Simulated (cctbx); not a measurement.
**Lattice, Laue class and space group of a new crystal**

Cell: a = 6.9900 Å, b = 6.9900 Å, c = 17.0020 Å, α = 90.00°, β = 90.00°, γ = 120.00°. Expected content of the cell: La3 As6 Fe9 O42 H18.

Simulated single-crystal data (cctbx): Cu Kα, λ = 1.54184 Å, to d = 0.8 Å, 70 % of the full sphere, strongest reflection 40000 counts, noise from counting, a 4 % proportional error and a noise floor of 2 counts (s.d.); no absorption.

Tests on the unmerged data give:

```text
4142 reflections to d = 0.800 A
centring   violations  <I/sigma> of those
    A        666 of  2053      5.9
    B        664 of  2047      5.8
    C        684 of  2036      6.3
    I        666 of  2052      5.9
    R          1 of  2767      0.0
    F       1007 of  3068      6.0
Laue class    unique    Rint  (classes that these axes allow; Friedel mates merged)
R -3 :H           333   0.031
R -3 m :H         211   0.033
space group    extra absences  I>4sigma  <I/sigma>
R 3 2 :H                0          0         -  acentric
R 3 m :H                0          0         -  acentric
R -3 m :H               0          0         -  centric
Wilson B = 0.56 A^2   <|E^2-1|> = 0.801 (0.968 centric, 0.736 acentric)   E^2>4: 0.0 %
shell (A)         n   <I/sigma>
 5.70 - 1.59     34     40.2
 1.59 - 1.27     29     46.9
 1.27 - 1.11     23     41.3
 1.11 - 1.01     22     50.4
 1.01 - 0.94     31     41.3
 0.94 - 0.88     20     42.6
 0.88 - 0.84     28     38.3
 0.84 - 0.80     24     48.4
```

Q: Read the symmetry from these tables.

The reflections that R centring forbids are absent (⟨I/σ⟩ near 0), so the lattice is R.

Rint stays low (0.031 to 0.033) up to R -3 m :H, the highest class in these axes.

3 settings pass the absence test. No glide or screw absences show, which leaves R 3 2, R 3 m and R -3 m.

⟨|E²−1|⟩ = 0.801 lies between the two ideal values. The Wilson B of 0.56 Å² means U ≈ 0.0071 Å².

The true group is R-3m (no. 166), Laue class -3m, centrosymmetric. The tables only narrow the choice to the tied entries; cell content, site symmetry and trial solutions must settle it.

This is a model crystal, built by substitution and not relaxed, with assumed displacement parameters.

[Logs are printed without paths, hosts, clocks, repeated set-up lines and the standing remarks that a program may print on its own settings, such as how far it seeks lower states.]
